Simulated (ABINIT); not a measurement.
# BaZrSe3 (P1): G0W0 in ABINIT against the bands in the screening, part 2 of 2

Aim: move the bands in the screening of a G0W0 run on BaZrSe3 (P1) over a wide range.

ABINIT 10.8.3; PBEsol and many-body steps on it, plane waves. Known limits of the many-body steps: not at the basis limit; exchange with frozen shells missing; no spin-orbit coupling; coarse k mesh.

So far. Step 2 (Screening, 2×2×2 mesh, 43 bands, screening to 106.1 eV): Local fields lower ε∞ by 26 %. On a Γ-centred mesh this coarse the value itself is usually too large, while a short band sum pulls it down. Step 5 (49 bands): The gap on the mesh goes from 0.16 eV to 1.82 eV, a correction of +1.66 eV.

## Step 6: Screening, 2×2×2 mesh, 96 bands, screening to 106.1 eV

This step: RPA screening on PBEsol, plane waves, norm-conserving pseudopotentials.

The input, run.abi:

```
acell 3*1.0 Angstrom
rprim 
  5.287383000000 -0.000000000000 -0.000000000000
  0.003576000000 5.296392000000 -0.000000000000
  0.007950000000 0.010054000000 5.309462000000
ntypat 3
znucl 56 40 34
natom 5
typat 1 2 3 3 3
xred 
  0.998643000000 0.998478000000 0.998673000000
  0.476578000000 0.490069000000 0.476727000000
  0.488317000000 0.998506000000 0.502693000000
  0.983845000000 0.511636000000 0.518540000000
  0.492614000000 0.501310000000 0.993370000000
pp_dirpath "pseudos"
pseudos "Ba.upf, Zr.upf, Se.upf"
ecut 39
ngkpt 2 2 2
nshiftk 1
shiftk 0 0 0
kptopt 1
chksymbreak 0
istwfk *1
occopt 1
irdwfk 1
optdriver 3
nband 96
ecuteps 3.9
inclvkb 2
awtr 1
symchi 1
indata_prefix "in"
outdata_prefix "out"
tmpdata_prefix "tmp"
```

Started as:

```bash
OMP_NUM_THREADS=1 mpirun -n 8 abinit run.abi > log
```

Log:

```text
.Version 10.8.3 of ABINIT. v10.8.2 released Aug 2026.

 Symmetries : space group P1 (#  1); Bravais aP (primitive triclinic)
[... echo of the input left out ...]
== DATASET  1 ==================================================================
-   mpi_nproc: 8, omp_nthreads: 1 (-1 if OMP is not activated)

--- !DatasetInfo
iteration_state: {dtset: 1, }
dimensions: {natom: 5, nkpt: 8, mband: 96, nsppol: 1, nspinor: 1, nspden: 1, mpw: 11685, }
cutoff_energies: {ecut:  39.0, pawecutdg:  -1.0, }
[...]
--------------------------------------------------------------------------------
[... chi0 elements left out ...]
 For q-point:  0.000010 0.000020 0.000030
  dielectric constant =  24.3351
  dielectric constant without local fields =  31.0822

  Average fulfillment of the sum rule on Im[epsilon] for q-point    1 :     38.66  [%]
[... wings left out ...]
  q-point number  2        q = ( 0.500000, 0.000000, 0.000000) [r.l.u.]
--------------------------------------------------------------------------------
[... chi0 elements left out ...]
  Average fulfillment of the sum rule on Im[epsilon] for q-point    2 :     45.61  [%]

 [... 6 further q-points ...]
```

The job ended after 38 s (8 MPI ranks of Arm Neoverse V2, shared host; peak memory 4 GiB; 5.1 min of CPU time).

This step gave:

- ε∞ with local fields, on this mesh, along the program's q direction: 24.34
- the same without local fields: 31.08
- plasma frequency: 25.48 eV
- plane waves in the screening matrix: 365

## Step 7: 96 bands

This step: G0W0 on PBEsol, plane waves, norm-conserving pseudopotentials.

Edit run.abi of step 6 so:

```diff
@@ -26,8 +26,17 @@
 irdwfk 1
-optdriver 3
+optdriver 4
 nband 96
+gwcalctyp 0
+ecutsigx 39
+symsigma 1
+nkptgw 2
+kptgw 
+  0.5000000000 0.5000000000 0.5000000000
+  0.0000000000 0.0000000000 0.0000000000
+bdgw 
+  34 37
+  34 37
 ecuteps 3.9
-inclvkb 2
-awtr 1
-symchi 1
+irdscr 1
+ppmodel 1
 indata_prefix "in"
```

Log:

```text
.Version 10.8.3 of ABINIT. v10.8.2 released Aug 2026.

 Symmetries : space group P1 (#  1); Bravais aP (primitive triclinic)
[... echo of the input left out ...]
== DATASET  1 ==================================================================
-   mpi_nproc: 8, omp_nthreads: 1 (-1 if OMP is not activated)

--- !DatasetInfo
iteration_state: {dtset: 1, }
dimensions: {natom: 5, nkpt: 8, mband: 96, nsppol: 1, nspinor: 1, nspden: 1, mpw: 11685, }
cutoff_energies: {ecut:  39.0, pawecutdg:  -1.0, }
[...]
Band     E0 <VxcDFT>   SigX SigC(E0)      Z dSigC/dE  Sig(E)    E-E0       E
[...]
36   5.166 -12.570  -7.747  -3.403   0.788  -0.269 -11.451   1.119   6.285
       37   5.296 -12.656  -8.190  -3.179   0.789  -0.267 -11.641   1.016   6.311

== END DATASET(S) ==============================================================
================================================================================

 -outvars: echo values of variables after computation  --------
           etotal      0.0000000000E+00
            nband          96
             nkpt           8
          spgroup           1
 [... the other variables as echoed above ...]

 Calculation completed.
```

Elapsed: 9 s, on 8 MPI ranks; peak memory 2.2 GiB.

This step gave:

```yaml
g0w0_gap_on_the_points_computed: 1.640 eV
starting_gap_on_the_mesh: 0.1573 eV
k_of_the_valence_top: 0.5, 0.5, 0.5
k_of_the_conduction_bottom: 0, 0, 0
least_direct_g0w0_gap_on_the_computed_points: 2.117 eV
```

Against the run before, the gap moves by −0.180 eV.

## Step 8: Screening, 2×2×2 mesh, 176 bands, screening to 106.1 eV

This step: RPA screening on PBEsol, plane waves, norm-conserving pseudopotentials.

Edit run.abi of step 7 so:

```diff
@@ -26,17 +26,8 @@
 irdwfk 1
-optdriver 4
-nband 96
-gwcalctyp 0
-ecutsigx 39
-symsigma 1
-nkptgw 2
-kptgw 
-  0.5000000000 0.5000000000 0.5000000000
-  0.0000000000 0.0000000000 0.0000000000
-bdgw 
-  34 37
-  34 37
+optdriver 3
+nband 176
 ecuteps 3.9
-irdscr 1
-ppmodel 1
+inclvkb 2
+awtr 1
+symchi 1
 indata_prefix "in"
```

Log:

```text
.Version 10.8.3 of ABINIT. v10.8.2 released Aug 2026.

 Symmetries : space group P1 (#  1); Bravais aP (primitive triclinic)
[... echo of the input left out ...]
== DATASET  1 ==================================================================
-   mpi_nproc: 8, omp_nthreads: 1 (-1 if OMP is not activated)

--- !DatasetInfo
iteration_state: {dtset: 1, }
dimensions: {natom: 5, nkpt: 8, mband: 176, nsppol: 1, nspinor: 1, nspden: 1, mpw: 11685, }
cutoff_energies: {ecut:  39.0, pawecutdg:  -1.0, }
[...]
--------------------------------------------------------------------------------
[... chi0 elements left out ...]
 For q-point:  0.000010 0.000020 0.000030
  dielectric constant =  24.4898
  dielectric constant without local fields =  31.0975

  Average fulfillment of the sum rule on Im[epsilon] for q-point    1 :     54.86  [%]
[... wings left out ...]
  q-point number  2        q = ( 0.500000, 0.000000, 0.000000) [r.l.u.]
--------------------------------------------------------------------------------
[... chi0 elements left out ...]
  Average fulfillment of the sum rule on Im[epsilon] for q-point    2 :     59.18  [%]

 [... 6 further q-points ...]
```

Run time: 79 s. Hardware: 8 MPI ranks; peak memory 4.8 GiB; 11 min of CPU time.

Numbers from this step:

```yaml
eps_infinity_with_local_fields_on_this_mesh_along_the_program_s_q_direction: 24.49
the_same_without_local_fields: 31.10
plasma_frequency: 25.48 eV
plane_waves_in_the_screening_matrix: 365
```

## Step 9: 176 bands

This step: G0W0 on PBEsol, plane waves, norm-conserving pseudopotentials.

Edit run.abi of step 8 so:

```diff
@@ -26,8 +26,17 @@
 irdwfk 1
-optdriver 3
-nband 176
+optdriver 4
+nband 96
+gwcalctyp 0
+ecutsigx 39
+symsigma 1
+nkptgw 2
+kptgw 
+  0.5000000000 0.5000000000 0.5000000000
+  0.0000000000 0.0000000000 0.0000000000
+bdgw 
+  34 37
+  34 37
 ecuteps 3.9
-inclvkb 2
-awtr 1
-symchi 1
+irdscr 1
+ppmodel 1
 indata_prefix "in"
```

Log:

```text
.Version 10.8.3 of ABINIT. v10.8.2 released Aug 2026.

 Symmetries : space group P1 (#  1); Bravais aP (primitive triclinic)
[... echo of the input left out ...]
== DATASET  1 ==================================================================
-   mpi_nproc: 8, omp_nthreads: 1 (-1 if OMP is not activated)

--- !DatasetInfo
iteration_state: {dtset: 1, }
dimensions: {natom: 5, nkpt: 8, mband: 96, nsppol: 1, nspinor: 1, nspden: 1, mpw: 11685, }
cutoff_energies: {ecut:  39.0, pawecutdg:  -1.0, }
[...]
Band     E0 <VxcDFT>   SigX SigC(E0)      Z dSigC/dE  Sig(E)    E-E0       E
[...]
36   5.166 -12.570  -7.747  -3.463   0.789  -0.267 -11.497   1.073   6.239
       37   5.296 -12.656  -8.190  -3.234   0.790  -0.266 -11.683   0.973   6.269

== END DATASET(S) ==============================================================
================================================================================

 -outvars: echo values of variables after computation  --------
           etotal      0.0000000000E+00
            nband          96
             nkpt           8
          spgroup           1
 [... the other variables as echoed above ...]

 Calculation completed.
```

Run time: 9 s. Hardware: 8 MPI ranks; peak memory 2.2 GiB.

Numbers from this step:

```yaml
g0w0_gap_on_the_points_computed: 1.583 eV
starting_gap_on_the_mesh: 0.1573 eV
k_of_the_valence_top: 0.5, 0.5, 0.5
k_of_the_conduction_bottom: 0, 0, 0
least_direct_g0w0_gap_on_the_computed_points: 2.056 eV
```

Against the run before, the gap moves by −0.057 eV.

## Step 10: The runs together

Times are wall times on 8 MPI ranks of Arm Neoverse V2, shared host, good to a factor of about two. A run's time includes the screening step that it read.

```tsv
run	mesh	bands	screening cutoff (eV)	DFT gap (eV)	gap on the mesh (eV)	direct (eV)	ε∞ used	time
43 bands	2×2×2	96	106.1	0.157	1.931	2.476	21.77	18 s
49 bands	2×2×2	96	106.1	0.157	1.820	2.344	23.14	22 s
96 bands	2×2×2	96	106.1	0.157	1.640	2.117	24.34	47 s
176 bands	2×2×2	96	106.1	0.157	1.583	2.056	24.49	88 s
```

## Step 11: Results

```yaml
43_bands: 1.931 eV
49_bands: 1.820 eV
96_bands: 1.640 eV
176_bands: 1.583 eV
known_limits: not at the basis limit; exchange with frozen shells missing; no spin-orbit coupling; coarse k mesh
```

The setting moved: bands in the screening. From 43 bands to 176 bands the gap moves by −0.35 eV, for 4.9 times the time. The last step still moves it by −0.057 eV. Bands and screening cutoff are coupled, so a series along one setting does not show full convergence. Bands and cutoff are finite, so the gap is not at the basis limit. The miss can reach some tenths of an eV and take either sign; the mesh is an error of its own. In the first G0W0 run levels were corrected at 2 k points alone, so a gap called «on the mesh» is the least over those, and an edge elsewhere would be missed. The 2×2×2 mesh is coarse for this cell, which bears on the long-range parts of exchange and screening. The norm-conserving file of at least one element keeps a d shell over frozen s and p shells of the same row. Exchange with those shells is missing from the self-energy, an error of 0.3 to 0.9 eV in cases checked, whose sign depends on which edge lies on those atoms. The many-body steps are scalar-relativistic: spin-orbit coupling is not in them.

[Paths, hosts, dates, memory and timing lines, banners, echoed tables and standing remarks are left out of the program output.]

[Logs are printed without paths, hosts, clocks, repeated set-up lines and the standing remarks that a program may print on its own settings, such as how far it seeks lower states.]

[Runs of the session that timed out or met a known fault of the program may be left out.]

[No measured gap is set beside runs whose start may be inverted or whose files or cutoffs have a known fault.]

[Hosts, paths, dates, database ids (printed as entryN), source tags and the programs' standing remarks are cut or masked in the printed files.]

[G0W0 gaps are taken among the corrected bands and points alone; a level outside them can change the order at an edge.]

[Where Ansatz stands beside ABINIT at settings called matched, ABINIT's density can come from a denser mesh and the files from another edition; pairs whose starting gaps differed by over 0.03 eV were left out, so agreement reads better than it is.]
